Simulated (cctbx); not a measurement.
# Resonant diffraction in RbSr3IrS6

Space group R-3c (no. 167), a = 11.4350 Å, b = 11.4350 Å, c = 13.7690 Å, α = 90.00°, β = 90.00°, γ = 120.00°.

```
atom  mult.       x       y       z  Ueq (Å²)
 Ir1      6       0       0     1/2    0.0029
 Sr1     18  0.9749  0.3082  0.4167    0.0045
 Rb1      6       0       0     3/4    0.0034
  S1     36  0.1782  0.0196  0.5970    0.0060
```

The model was made for the exercise: a known structure type with other elements put in, its volume estimated, not relaxed; displacement parameters are assumed.

Calculated with cctbx: free-atom f′ and f″ from the Sasaki tables, no fine structure; amplitudes in electrons.

| E (eV) | F 3 0 0 | F 0 2 4 | F 1 1 3 | F 1 3 1 |
| --- | --- | --- | --- | --- |
| 10615 | 901.4 | 598.1 | 348.3 | 306.4 |
| 10965 | 889.4 | 587.0 | 347.4 | 306.0 |
| 11095 | 880.3 | 578.2 | 347.0 | 305.8 |
| 11155 | 871.9 | 569.9 | 346.8 | 305.7 |
| 11185 | 863.7 | 561.8 | 346.8 | 305.7 |
| 11200 | 855.7 | 553.9 | 346.7 | 305.6 |
| 11207 | 848.8 | 547.0 | 346.7 | 305.6 |
| 11211 | 841.6 | 539.8 | 346.7 | 305.6 |
| 11219 | 838.6 | 537.6 | 346.7 | 305.6 |
| 11223 | 848.6 | 547.6 | 346.6 | 305.6 |
| 11230 | 856.9 | 555.9 | 346.6 | 305.6 |
| 11245 | 865.6 | 564.5 | 346.6 | 305.6 |
| 11275 | 874.0 | 573.0 | 346.5 | 305.5 |
| 11365 | 884.3 | 583.4 | 346.2 | 305.4 |
| 11615 | 894.8 | 594.4 | 345.5 | 305.1 |

**Question.** Which edge is crossed, and why do the reflections move as they do?

The L3 edge of Ir. The edge is at 11215 eV. f′ of Ir falls from -12.1 e at 11095 eV to -18.5 e at 4 eV below it, and f″ steps from 3.86 to 10.19 e across it. Over that approach |F| changes by -4 % (3 0 0), -7 % (0 2 4), -0 % (1 1 3) and -0 % (1 3 1): a reflection falls where Ir scatters in phase with the total and rises where it scatters against it; it hardly moves where the Ir term is small or cancels by symmetry. Above the edge the larger f″ enters the imaginary part, where it can add to or cancel the other atoms' f″. The structure is centrosymmetric, so Friedel mates stay equal.

[Logs are printed without paths, hosts, clocks, repeated set-up lines and the standing remarks that a program may print on its own settings, such as how far it seeks lower states.]
